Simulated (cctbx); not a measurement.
# Accept or mend?

Cell a = 6.7100 Å, b = 6.7370 Å, c = 11.4924 Å, α = 90.00°, β = 125.01°, γ = 90.00°; space group P2_1/c (no. 14). The compound is Ca2FeTeS6.

The data are simulated with cctbx, not measured: synchrotron X-rays, λ = 0.7749 Å, to d = 0.65 Å, 70 % of the full sphere, strongest reflection 70000 counts, noise from counting, a 1.5 % proportional error and a noise floor of 15 counts (s.d.); no absorption, and some extinction, which the refinements don't model.

An anisotropic refinement with weights 1/σ² prints:

```text
Rint 0.019, 1600 unique reflections to 0.65 A
cycle     R1     wR2    GooF  max shift (A)
   1  0.2624  0.5163  20.326   0.06689
   4  0.2441  0.4696  18.485   0.00006
final R1 0.2441 wR2 0.4696 GooF 18.485  parameters 39  data/parameter 41.0
atom        x        y        z      Ueq    occ   su(xyz)  su(Uiso or U11)
Te1    0.50000  0.00000  0.00000   0.0074  1.000  0.00000  0.0009
Fe1    0.00000  0.00000  0.50000   0.0293  1.000  0.00000  0.0044
S1     0.81996  0.49014  0.74786   0.0206  1.000  0.00172  0.0028
S2     0.24917  0.19504  0.03755   0.0207  1.000  0.00162  0.0038
S3     0.65702  0.28502  0.95436   0.0108  1.000  0.00127  0.0026
difference map: max 57.84 min -7.96 rms 2.53
Q1    0.2560  0.5348  0.7524    4   60.24  2.88 A from S3
Q2    0.5000  0.0000  0.0000    2   35.76  0.00 A from Te1
Q3    0.0000  0.0000  0.5000    2   30.22  0.00 A from Fe1
Q4    0.1811  0.5398  0.2528    4    8.21  0.20 A from S1
Q5    0.2834  0.1720  0.0491    4    6.75  0.24 A from S2
Q6    0.3668  0.7268  0.0474    4    6.26  0.17 A from S3
```

**Question.** Can this result stand? If not, what is the likely fault?

Mend it. The fault: an atom left out, Ca at (0.7436, 0.0397, 0.7469). Against the right model at the same level, R1 goes from 0.0128 to 0.2441 and GooF from 0.97 to 18.48, U of Te1 shrinks from 0.0120 to 0.0074 Å² and the top difference peak, 60.2 e/Å³, lies 2.88 Å from S3. Q1 is the missing atom. With scattering power missing, scale and phases suffer, so peaks may also grow on the heavy atoms.

The compound is Ca2FeTeS6. The right model at the same level gives:

```text
Rint 0.019, 1600 unique reflections to 0.65 A
cycle     R1     wR2    GooF  max shift (A)
   1  0.0439  0.0961   3.796   0.00427
   2  0.0128  0.0245   0.966   0.00000
final R1 0.0128 wR2 0.0245 GooF 0.966  parameters 48  data/parameter 33.3
atom        x        y        z      Ueq    occ   su(xyz)  su(Uiso or U11)
Te1    0.50000  0.00000  0.00000   0.0120  1.000  0.00000  0.0000
Fe1    0.00000  0.00000  0.50000   0.0245  1.000  0.00000  0.0001
Ca1    0.74371  0.03981  0.74687   0.0306  1.000  0.00006  0.0001
S1     0.81988  0.47903  0.74807   0.0223  1.000  0.00006  0.0001
S2     0.25067  0.19663  0.03873   0.0272  1.000  0.00007  0.0002
S3     0.65624  0.28598  0.95444   0.0181  1.000  0.00006  0.0001
difference map: max 0.58 min -0.62 rms 0.13
Q1    0.3508  0.1199  0.1351    4    0.59  1.04 A from S2
Q2    0.0795  0.1179  0.2545    4    0.56  1.60 A from Ca1
Q3    0.4982  0.1757  0.6546    4    0.54  1.63 A from Ca1
Q4    0.2802  0.2523  0.2623    4    0.50  1.91 A from S1
Q5    0.0675  0.0372  0.9445    4    0.48  1.52 A from S2
Q6    0.2478  0.0501  0.0526    4    0.48  1.00 A from S2
```

Isotropic U is held between 0.0001 and 1 Å² by the program, and listed peak heights are interpolated, so they can pass the grid's maximum.

The model is made up (kin elements in a known structure type, no relaxation), so it says nothing on whether the phase exists.

[Middle refinement cycles are left out of these outputs.]

[Logs are printed without paths, hosts, clocks, repeated set-up lines and the standing remarks that a program may print on its own settings, such as how far it seeks lower states.]
